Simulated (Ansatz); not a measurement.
# How AlN absorbs and reflects light

Wanted: where AlN starts to absorb, how strongly, and its refractive index. The cell comes from an older database entry, whose edges can differ from later determinations, mostly by under a per cent.

Calculated with Ansatz 0.2.0; DFT, PBE, plane-wave PAW, default files, scalar-relativistic, independent-particle optical response without local fields.

The database entry behind the starting cell differs from other determinations of this structure, so it need not match the best structure at room temperature.

### Step 1. The starting structure

It takes space group P6_3mc (No. 186, hexagonal). Conventional cell: a = 3.113 Å, b = 3.113 Å, c = 4.981 Å, α = 90.00°, β = 90.00°, γ = 120.00°. Al has 4 N at 1.89 Å nearest. Nearest to N lie 4 Al at 1.89 Å. Farther neighbours, and contacts between anions beyond the nearest, are not listed.

Structure file:

```cif
data_structure
_symmetry_space_group_name_H-M 'P6_3mc'
_symmetry_Int_Tables_number 186
_cell_length_a 3.1130
_cell_length_b 3.1130
_cell_length_c 4.9810
_cell_angle_alpha 90.000
_cell_angle_beta 90.000
_cell_angle_gamma 120.000
_cell_volume 41.80
loop_
_atom_site_label
_atom_site_type_symbol
_atom_site_symmetry_multiplicity
_atom_site_Wyckoff_symbol
_atom_site_fract_x
_atom_site_fract_y
_atom_site_fract_z
_atom_site_occupancy
Al1 Al 2 b 0.66667 0.33333 0.50000 1
N1 N 2 b 0.66667 0.33333 0.88000 1
```

### Step 2. Ground state and bands

First the ground state: is it a metal or has it a gap?

This step: DFT, PBE, plane-wave PAW, default files, scalar-relativistic, ground state (Ansatz 0.2.0).

File input.yaml:

```yaml
crystal:
  lattice:
    - [3.113, 0.0, 0.0]
    - [-1.5565, 2.695937082, 0.0]
    - [0.0, 0.0, 4.981]
  atoms:
    - { symbol: Al, position: [0.6666666667, 0.3333333333, 0.5] }
    - { symbol: Al, position: [0.3333333333, 0.6666666667, 0.0] }
    - { symbol: "N", position: [0.6666666667, 0.3333333333, 0.88] }
    - { symbol: "N", position: [0.3333333333, 0.6666666667, 0.38] }
kpoints:
  mp_grid: { grid: [8, 8, 5] }
  band_path:
    path:
      - [[0.0, 0.0, 0.0], [0.5, 0.0, 0.0], [0.33333333, 0.33333333, 0.0], [0.0, 0.0, 0.0], [0.0, 0.0, 0.5], [0.5, 0.0, 0.5], [0.33333333, 0.33333333, 0.5], [0.0, 0.0, 0.5]]
      - [[0.5, 0.0, 0.5], [0.5, 0.0, 0.0]]
      - [[0.33333333, 0.33333333, 0.0], [0.33333333, 0.33333333, 0.5]]
    npoints: 6
scf:
  occupations: { method: fermi_dirac, width: 0.05 }
  n_extra_bands: 8
hamiltonian:
  xc: pbe
  pseudopotentials: { kind: paw }
output:
  forces: true
  stress: true
  populations: true
  write_bands: true
  write_density: true
  write_potential: true
  elf: true
  volumetric_format: npy
```

Started as:

```sh
$ ansatz run input.yaml --threads 4 --pin off --max-ram 8192MiB --backend cpu --events-out ev --progress --plain --runs-dir out
```

Output:

```text
scf.n_extra_bands = 8 over 8 filled bands (N_el = 16.0): the run solves 16 bands
Engine: ansatz 0.2.0, x86_64-unknown-linux-gnu
Pseudopotentials: kind: paw
Pseudopotential: Al, paw, valence charge 3, recommended cutoff 420 eV (normal), Al.paw.azcp
Pseudopotential: N, paw, valence charge 5, recommended cutoff 420 eV (normal), N.paw.azcp
Functional definition: PBE
  parameter kappa = 0.804
  parameter beta = 0.066725
  exchange = pbe_x(kappa = kappa, mu = beta*pi^2/3)
  correlation = pbe_c(beta = beta)
Crystal: 4 atoms, lattice volume = 41.803 Å³
Basis set: ecut = 420 eV, 809 PW (Γ), exchange–correlation on 48×48×72 points (8 copies of the dense FFT grid, shifted against one another)
Bands: 16, of which v1, the nominal top of the filled ones, is band 8 counted from 1 (7 counted from 0)
Symmetry: 12 space group operations
Space group: P63mc (ITA 186), of the structure as read, at distance tolerance 3.5e-5 Å
k-points: 30 of 320 (time reversal used)
Non-local potential: Al, projectors of the file, l = 0: 2, l = 1: 2, l = 2: 1
Non-local potential: N, projectors of the file, l = 0: 2, l = 1: 2, l = 2: 1
PAW form: soft (Blöchl's): semilocal exchange-correlation on the pseudo side does not see the compensation charge
PAW one-centre angular grid: Al, 110 points (default); XC on 64 Gauss nodes
PAW one-centre angular grid: N, 110 points (default); XC on 64 Gauss nodes
Initial density: superposition of atomic densities (neutral atoms: chi_scale 0, normalization atom), corrected by the library's trained network
Initial wavefunctions: pseudopotential atomic-orbital guess
Functional: x = pbe(κ = 0.804, μ = 0.219515), c = pbe(β = 0.066725)
SCF iter   1: F=—  HF=-1848.497417 eV  |F-HF|=—  |Δ(HF+E_count)|=         —  Δρ=8.37e-4  dr2=1.49e-4  ethr=1.77e-3  ⟨swp⟩=5.4  Hψ=2747  notcnv=0  defer=8
preconditioner: auto → none  [insulator: Δε(μ)=4.209 eV  Ē_g=15.377 eV  σ=0.050 eV  W_gap=1.00  n_scr=2 (ndim 8)  ℏωp=23.0 eV  f_vac=0.000  D(μ)=0.00/eV (n_scr^D=0)  ε∞_Penn≈3.2]
SCF iter   2: F=—  HF=-1848.497691 eV  |F-HF|=—  |Δ(HF+E_count)|=   2.74e-4  Δρ=4.07e-4  dr2=2.54e-5  ethr=9.29e-7  ⟨swp⟩=2.2  Hψ=882  notcnv=0  defer=26
SCF iter   3: F=—  HF=-1848.497549 eV  |F-HF|=—  |Δ(HF+E_count)|=   1.42e-4  Δρ=5.20e-5  dr2=4.14e-7  ethr=1.59e-7  ⟨swp⟩=2.0  Hψ=614  notcnv=0  defer=26
iter 4 did not close the SCF: its close was put off for the readings that it lacked (scf_convergence_deferred on its scf_iter line)
SCF iter   4: F=-1848.497550 eV  HF=-1848.497550 eV  |F-HF|=1.06e-8  |Δ(HF+E_count)|=   1.03e-6  Δρ=9.53e-6  dr2=1.83e-8  ethr=2.59e-9  ⟨swp⟩=2.5  Hψ=654  notcnv=0  defer=26
iter 5 did not close the SCF: its close was put off for the readings that it lacked (scf_convergence_deferred on its scf_iter line)
SCF iter   5: F=-1848.497550 eV  HF=-1848.497550 eV  |F-HF|=6.03e-11  |Δ(HF+E_count)|=   1.24e-8  Δρ=1.59e-6  dr2=4.23e-10  ethr=1.14e-10  ⟨swp⟩=3.0  Hψ=686  notcnv=0  defer=26
SCF iter   6: F=-1848.497550 eV  HF=-1848.497550 eV  |F-HF|=9.09e-13  |Δ(HF+E_count)|=  8.21e-11  Δρ=2.27e-7  dr2=9.11e-12  ethr=2.64e-12  ⟨swp⟩=7.3  Hψ=2685  notcnv=0
SCF 1 converged in 6 iterations: F = -1848.497550 eV  dr2 = 9.11e-12
  greatest PAW one-centre occupation: 0.788 electrons in one spin orbital (limit 2), on the N atom at site 3 (counted from 0), in its partial waves of l = 0
NSCF: frozen V_eff on 57 k-points
SCF converged after 6 iterations
Free energy (F): -1848.497550 eV
Harris-Foulkes:  -1848.497550 eV  (|F-HF|=9.09e-13)
Internal energy: -1848.497550 eV  (E = F + TS)
E sigma→0 (E₀):  -1848.497550 eV
Fermi energy:    9.245801 eV
--- Per-component energies (eV) ---
  E_band       = 30.375827
  E_kinetic    = 318.956837
  E_local      = -448.270675  (includes V_loc(G=0)·N_el)
  E_nonlocal   = 110.841169
  E_hartree    = 155.686047
  E_xc         = -203.726754
  E_vxc        = -215.996345  (∫ρ·V_xc dr)
  E_paw        = -1190.321097  (= ΣΔE_a)
  E_vpaw       = -46.527481  (= ΣTr[D̂ρ^β])
  E_aug_tail   = 0.000194  (compensation charges beyond the density's cutoff)
  E_ewald      = -591.663270
  E_smearing   = -0.000000  (= −TS)
  E_closure    = -0.000000  (closes the sum)
  Σ components = -1848.497550   (vs F -1848.497550, Δ=0.00e0)
--- Forces (eV/Å), atoms counted from 1 ---
  atom   1  Al     0.00000000     0.00000000    -0.12919214
  atom   2  Al     0.00000000    -0.00000000    -0.12919214
  atom   3  N      0.00000000    -0.00000000     0.12917083
  atom   4  N      0.00000000     0.00000000     0.12917083
  max |Σ_I F_I| component: 4.26e-5 eV/Å
--- Stress (GPa, compression-positive) ---
        3.194733       0.000000      -0.000000
        0.000000       3.194733       0.000000
       -0.000000       0.000000       4.777088
  P = ⅓ Tr σ = 3.7222 GPa (37.222 kbar)
--- Band table (eV; the first three rows and the last of 30) ---
  k-point 0: bands = [... 4 lower, 6.2906, 6.9400, 6.9400, 7.1196, 11.3323, 13.7884, 17.7301, 18.2932, ... 4 higher]
  k-point 1: bands = [... 4 lower, 6.3494, 6.3494, 6.8744, 6.8744, 12.0017, 13.8769, 17.4953, 18.2559, ... 4 higher]
  k-point 2: bands = [... 4 lower, 6.5062, 6.5062, 6.7067, 6.7067, 13.1399, 13.8474, 17.2791, 17.9078, ... 4 higher]
  k-point 29: bands = [... 4 lower, 3.3946, 3.9905, 6.0590, 6.3091, 13.6156, 14.4321, 15.5065, 15.7888, ... 4 higher]
--- Löwdin populations: 4 sites ---
  site symbol       q [e]
     0     Al      1.9021
     1     Al      1.9021
     2      N      6.0340
     3      N      6.0340
  spilling = 0.007988 (of n_electrons = 16.000000)
```

It took 1.2 s on 4 threads of Intel Xeon Platinum 8375C at 2.90GHz (Ice Lake), shared host; peak memory 0.43 GiB; 3.8 s of CPU time.

Read-outs:

| Item | Value |
| --- | --- |
| free energy | -1848.4975 eV |
| Fermi energy | 9.246 eV |
| gap by band count | 4.213 eV |
| electrons | 16 |
| symmetry operations | 12 |
| pressure | 3.722 GPa |
| gap on the k-mesh | 4.213 eV |
| volume | 41.80 Å³ |
| gap on the path | 4.213 eV |
| least direct gap on the path | 4.213 eV |

There is a gap, 4.21 eV on the path, so no carriers' term is needed. The cell is left with a pressure of 3.7 GPa and forces up to 0.13 eV/Å, as it stands unrelaxed at this level.

The electronic bands at the labelled points (eV, zero at the Fermi level; v1 is the highest filled band, c1 the lowest empty one):

| point | v4 | v3 | v2 | v1 | c1 | c2 | c3 | c4 |
| --- | --- | --- | --- | --- | --- | --- | --- | --- |
| Γ | -2.96 | -2.31 | -2.31 | -2.13 | 2.09 | 4.54 | 8.48 | 9.05 |
| halfway | -4.55 | -3.66 | -2.56 | -2.51 | 4.08 | 5.50 | 5.97 | 7.92 |
| M | -5.45 | -4.18 | -3.89 | -2.78 | 3.69 | 3.71 | 6.08 | 8.17 |
| halfway | -5.20 | -5.09 | -3.98 | -3.62 | 3.40 | 5.03 | 6.76 | 7.95 |
| K | -5.88 | -4.54 | -4.49 | -4.49 | 2.94 | 6.24 | 7.56 | 7.56 |
| halfway | -5.47 | -3.79 | -2.99 | -2.71 | 4.72 | 5.34 | 6.43 | 7.01 |
| Γ | -2.96 | -2.31 | -2.31 | -2.13 | 2.09 | 4.54 | 8.48 | 9.05 |
| halfway | -2.87 | -2.87 | -2.41 | -2.41 | 3.04 | 4.66 | 8.16 | 9.01 |
| A | -2.64 | -2.64 | -2.64 | -2.64 | 4.34 | 4.34 | 8.22 | 8.22 |
| halfway | -3.70 | -3.70 | -3.13 | -3.13 | 4.42 | 4.42 | 7.39 | 7.39 |
| L | -3.56 | -3.56 | -3.47 | -3.47 | 3.21 | 3.21 | 7.17 | 7.17 |
| halfway | -4.84 | -4.84 | -3.04 | -3.04 | 4.06 | 4.06 | 7.11 | 7.11 |
| H | -5.95 | -5.95 | -2.90 | -2.90 | 5.31 | 5.31 | 5.74 | 5.74 |
| halfway | -3.93 | -3.93 | -3.32 | -3.32 | 4.61 | 4.61 | 7.37 | 7.37 |
| A | -2.64 | -2.64 | -2.64 | -2.64 | 4.34 | 4.34 | 8.22 | 8.22 |
| jump to L | -3.56 | -3.56 | -3.47 | -3.47 | 3.21 | 3.21 | 7.17 | 7.17 |
| halfway | -4.67 | -4.01 | -3.31 | -3.03 | 2.96 | 3.79 | 7.24 | 7.34 |
| M | -5.45 | -4.18 | -3.89 | -2.78 | 3.69 | 3.71 | 6.08 | 8.17 |
| jump to K | -5.88 | -4.54 | -4.49 | -4.49 | 2.94 | 6.24 | 7.56 | 7.56 |
| halfway | -6.53 | -5.03 | -3.59 | -3.59 | 3.78 | 6.10 | 6.56 | 6.56 |
| H | -5.95 | -5.95 | -2.90 | -2.90 | 5.31 | 5.31 | 5.74 | 5.74 |

Valence density in the ac plane at fractional y = 0.333, with atoms of Al and N within 0.2 Å of it. It is the smooth field of the valence electrons, not physical close to the nuclei.

Values in e/Å³, 22 rows by 16 columns, each cell a mean:
```
0.4 0.2 0.2 0.2 0.2 0.3 0.5 0.9 1.5 2.3 2.8 2.9 2.5 1.7 1.0 0.6
0.4 0.3 0.2 0.2 0.2 0.4 0.6 1.1 2.0 3.1 3.6 3.6 3.4 2.4 1.3 0.7
0.4 0.2 0.2 0.2 0.2 0.3 0.6 1.1 2.1 3.2 3.6 3.6 3.4 2.5 1.4 0.7
0.3 0.2 0.1 0.1 0.2 0.3 0.5 0.9 1.6 2.6 3.2 3.3 2.9 1.9 1.1 0.6
0.2 0.2 0.1 0.1 0.1 0.2 0.3 0.6 1.1 1.7 2.2 2.2 1.9 1.2 0.7 0.4
0.2 0.1 0.1 0.1 0.1 0.2 0.2 0.4 0.6 0.9 1.2 1.2 1.0 0.7 0.5 0.3
0.1 0.1 0.1 0.1 0.1 0.1 0.2 0.3 0.4 0.5 0.6 0.6 0.6 0.4 0.3 0.2
0.1 0.1 0.1 0.1 0.1 0.1 0.2 0.2 0.2 0.3 0.3 0.3 0.3 0.3 0.2 0.2
0.2 0.1 0.1 0.1 0.1 0.2 0.2 0.2 0.1 0.1 0.1 0.1 0.1 0.1 0.2 0.2
0.2 0.2 0.2 0.2 0.2 0.2 0.2 0.2 0.1 0.1 0.1 0.1 0.1 0.1 0.1 0.2
0.3 0.3 0.3 0.3 0.3 0.3 0.3 0.2 0.1 0.1 0.1 0.1 0.1 0.1 0.2 0.2
0.4 0.4 0.5 0.5 0.4 0.4 0.3 0.3 0.2 0.1 0.1 0.1 0.1 0.1 0.2 0.3
0.4 0.5 0.5 0.5 0.5 0.5 0.4 0.3 0.2 0.1 0.1 0.1 0.1 0.2 0.3 0.3
0.4 0.5 0.5 0.5 0.5 0.4 0.4 0.3 0.2 0.1 0.1 0.1 0.1 0.2 0.3 0.3
0.3 0.4 0.4 0.5 0.4 0.4 0.3 0.2 0.2 0.1 0.1 0.1 0.1 0.2 0.2 0.3
0.2 0.3 0.3 0.3 0.3 0.3 0.2 0.2 0.1 0.1 0.1 0.1 0.1 0.1 0.2 0.2
0.2 0.2 0.2 0.2 0.2 0.2 0.2 0.1 0.1 0.1 0.1 0.1 0.1 0.1 0.1 0.1
0.1 0.2 0.2 0.2 0.2 0.1 0.1 0.1 0.1 0.1 0.1 0.1 0.1 0.1 0.1 0.1
0.1 0.1 0.1 0.1 0.1 0.1 0.1 0.1 0.1 0.1 0.2 0.2 0.1 0.1 0.1 0.1
0.2 0.1 0.1 0.1 0.1 0.1 0.2 0.2 0.2 0.3 0.3 0.3 0.3 0.2 0.2 0.2
0.2 0.2 0.1 0.1 0.1 0.2 0.3 0.3 0.4 0.6 0.6 0.6 0.6 0.5 0.4 0.3
0.3 0.2 0.1 0.1 0.2 0.3 0.4 0.6 0.8 1.1 1.4 1.5 1.2 0.9 0.6 0.4
```
Atoms in or near the plane, at fractional coordinates: Al at (0.67, 0.50), N at (0.67, 0.88).

Electrostatic potential energy in the ac plane at fractional y = 0.333, with atoms of Al and N within 0.2 Å of it. With pseudopotentials it is smooth inside the atoms' cores, unlike the true potential.

Ten even steps from '_' (-39 eV) to '@' (10 eV):
```
%%%%######%%%%%%**::____..++%%@@
%%%%%%%%%%%%@@##--________::**@@
@@@@%%%%%%@@@@##::________..**@@
@@@@@@@@@@@@@@%%--________::##@@
@@@@@@@@@@@@@@@@**::____..++%%@@
@@@@@@@@@@@@@@@@%%**++++**%%@@@@
@@@@@@@@@@@@@@@@@@%%%%%%%%@@@@@@
@@@@@@@@@@@@@@@@%%########%%%%@@
@@@@@@@@@@@@@@%%##**********##%%
@@@@@@@@@@@@%%##**************##
%%@@@@@@@@@@##****##%%%%##****##
%%@@@@@@@@%%##****%%%%%%%%##****
%%@@@@@@@@%%##****%%%%%%%%##****
%%@@@@@@@@@@##****##%%%%##****##
@@@@@@@@@@@@%%##**************%%
@@@@@@@@@@@@@@%%##**++++****##%%
@@@@@@@@@@@@@@@@%%########%%%%@@
@@@@@@@@@@@@@@@@@@%%%%%%%%@@@@@@
@@@@@@@@@@@@@@@@@@@@@@@@@@@@@@@@
@@@@@@@@@@@@@@@@@@@@@@@@@@@@@@@@
@@@@@@@@@@@@@@@@@@@@@@@@@@@@@@@@
@@%%%%%%%%@@@@@@@@@@@@@@@@@@@@@@
%%%%####%%%%@@@@@@@@@@@@@@@@@@@@
%%########%%%%@@@@@@@@@@@@@@@@@@
%%########%%%%@@%%##++++**%%@@@@
```
Atoms in or near the plane, at fractional coordinates: Al at (0.67, 0.50), N at (0.67, 0.88).

[end of part 1 of 2]

[Long decimals in the printed logs are rounded to 6 places.]

[Logs are printed without paths, hosts, clocks, repeated set-up lines and the standing remarks that a program may print on its own settings, such as how far it seeks lower states.]

[Hosts, paths, dates, database ids (printed as entryN), source tags and the programs' standing remarks are cut or masked in the printed files.]

[Where the starting crystal was built by hand or by swapping elements, it need not be the compound's stable phase.]

[The count of steps not shown may lack steps that the program refused or didn't finish.]
